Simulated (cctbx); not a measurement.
# What is wrong with this refinement?

Cell a = 5.4180 Å, b = 5.4180 Å, c = 26.5710 Å, α = 90.00°, β = 90.00°, γ = 120.00°; space group R-3m (no. 166).

Simulated single-crystal data (cctbx): Mo Kα, λ = 0.71073 Å, to d = 0.7 Å, 80 % of the full sphere, strongest reflection 70000 counts, noise from counting, a 6 % proportional error and a noise floor of 8 counts (s.d.); no absorption.

An anisotropic refinement with weights 1/σ² prints:

```text
Rint 0.046, 300 unique reflections to 0.70 A
cycle     R1     wR2    GooF  max shift (A)
   1  0.3849  0.7650  26.855   0.02622
   3  0.1523  0.3779  13.267   0.00025
final R1 0.1520 wR2 0.3779 GooF 13.267  parameters 16  data/parameter 18.8
atom        x        y        z      Ueq    occ   su(xyz)  su(Uiso or U11)
Ho1    0.00000  0.00000  0.00000   0.0037  1.000  0.00000  0.0014
Sm1    0.00000  0.00000  0.13928   0.0020  1.000  0.00010  0.0013  NPD
Zn1    0.33333  0.66667  0.16667   0.0245  1.000  0.00000  0.0039
Zn2    0.33333  0.66667  0.00204   0.0029  1.000  0.00024  0.0019
Cd1    0.50007  0.49993  0.08062   0.0486  1.000  0.00073  0.0022
difference map: max 54.11 min -5.12 rms 3.24
Q1    0.0000  0.0000  0.0000    3   54.11  0.00 A from Ho1
Q2    0.0000  0.0000  0.1400    6   50.31  0.02 A from Sm1
Q3    0.0000  0.0000  0.3415    6   29.09  0.16 A from Zn2
Q4    0.0000  0.0000  0.5000    3   26.31  0.00 A from Zn1
Q5    0.0028  0.5014  0.0809   18   17.96  0.02 A from Cd1
Q6    0.9933  0.1495  0.2367   36    2.63  1.06 A from Cd1
```

Q: Accept it or mend it, and why?

Mend it. The fault: wrong element: Cd1 is Zn. Against the right model at the same level, R1 goes from 0.0110 to 0.1520 and GooF from 0.93 to 13.27, U of Sm1 shrinks from 0.0129 to 0.0020 Å², U of Zn2 shrinks from 0.0130 to 0.0029 Å², U of Ho1 shrinks from 0.0141 to 0.0037 Å², U of Cd1 swells from 0.0322 to 0.0486 Å², the top difference peak, 54.1 e/Å³, lies on Ho1 and Sm1 goes non-positive-definite. Cd1 has 18 electrons too many and its U swells to shed them, as expected.

The compound is Sm2HoZn9. The right model at the same level gives:

```text
Rint 0.046, 300 unique reflections to 0.70 A
cycle     R1     wR2    GooF  max shift (A)
   1  0.0863  0.2956  10.378   0.00862
   2  0.0110  0.0264   0.927   0.00001
final R1 0.0110 wR2 0.0264 GooF 0.927  parameters 16  data/parameter 18.8
atom        x        y        z      Ueq    occ   su(xyz)  su(Uiso or U11)
Ho1    0.00000  0.00000  0.00000   0.0141  1.000  0.00000  0.0001
Sm1    0.00000  0.00000  0.13933   0.0129  1.000  0.00001  0.0001
Zn1    0.33333  0.66667  0.16667   0.0301  1.000  0.00000  0.0002
Zn2    0.33333  0.66667  0.00282   0.0130  1.000  0.00002  0.0001
Zn3    0.49967  0.50033  0.08063   0.0322  1.000  0.00004  0.0001
difference map: max 0.55 min -0.69 rms 0.17
Q1    0.0712  0.1423  0.8730   18    0.59  0.74 A from Sm1
Q2    0.0763  0.1525  0.5196   18    0.51  0.89 A from Zn1
Q3    0.0677  0.1353  0.4395   18    0.48  1.15 A from Zn3
Q4    0.0048  0.3755  0.4853   36    0.45  1.76 A from Sm1
Q5    0.0000  0.0000  0.1935    6    0.40  1.44 A from Sm1
Q6    0.1030  0.2061  0.1086   18    0.40  1.27 A from Sm1
```

The model was made for the exercise: a known structure type with other elements put in, its volume estimated, not relaxed; displacement parameters are assumed.

[Middle refinement cycles are left out of these outputs.]

[Logs are printed without paths, hosts, clocks, repeated set-up lines and the standing remarks that a program may print on its own settings, such as how far it seeks lower states.]
